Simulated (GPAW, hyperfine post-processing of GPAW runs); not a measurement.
# From spin density to shift: 89Y in Y2MgV2O7

A spin-polarised calculation (DFT, revPBE+U, plane-wave PAW, GPAW setups, collinear spin, scalar-relativistic; GPAW) with all V moments parallel (S = 1 each) puts a spin density ρ↑ − ρ↓ of 0.04611 e/Å³, counted along the moments, at one Y nucleus (6 V through links of 97 to 101° (4), 124° (2) and 150° (2)). Take g = 2, spin-only moments and Θ = 0 K (a pure Curie law); γ/2π of 89Y is -2.0949 MHz/T.

**Task.** Find the contact field, the hyperfine constant and the contact shift at 330 K and 400 K, supposing that the crystal is a paramagnet with these local moments at both.

1. A spin density ρ_s carries a moment density μB ρ_s, and the contact field is B_c = (2μ₀/3) μB ρ_s. For 1 e/Å³ that is 7.769 T, so B_c = 0.3582 T.

2. With H = A S·I summed over the ions, A = γB_c/(2πS) = -2.0949 × 0.3582 / 1 = -0.750 MHz.

3. In a field B0 the paramagnet reaches only a fraction of saturation, M/M_sat = g μB (S + 1) B0 / [3 k_B (T − Θ)]. At 330 K this is 2.7140e-03 per tesla, or 1.28 % at 4.7 T.

4. The shift is that fraction of B_c over B0, so B0 drops out: δ = 0.3582 × 2.7140e-03 × 10⁶ = 972 ppm at 330 K.

5. At 400 K it scales by (330 − Θ)/(400 − Θ) = 0.825, to 802 ppm.

6. The sign says that the spin at the nucleus is parallel to the V moments, as where half-filled orbitals delocalise onto the site. Over this level and the 4 others of the session's ladder with the same moment and an open gap (any hybrids aside), the field runs from 0.293 to 0.483 T. Spin flips in this cell gave a rough Θ of -166 K, not relied on, which would scale the first shift by 0.67. Orbital and pseudocontact parts are not included.

[Hosts, paths, dates, database ids (printed as entryN), source tags and the programs' standing remarks are cut or masked in the printed files.]
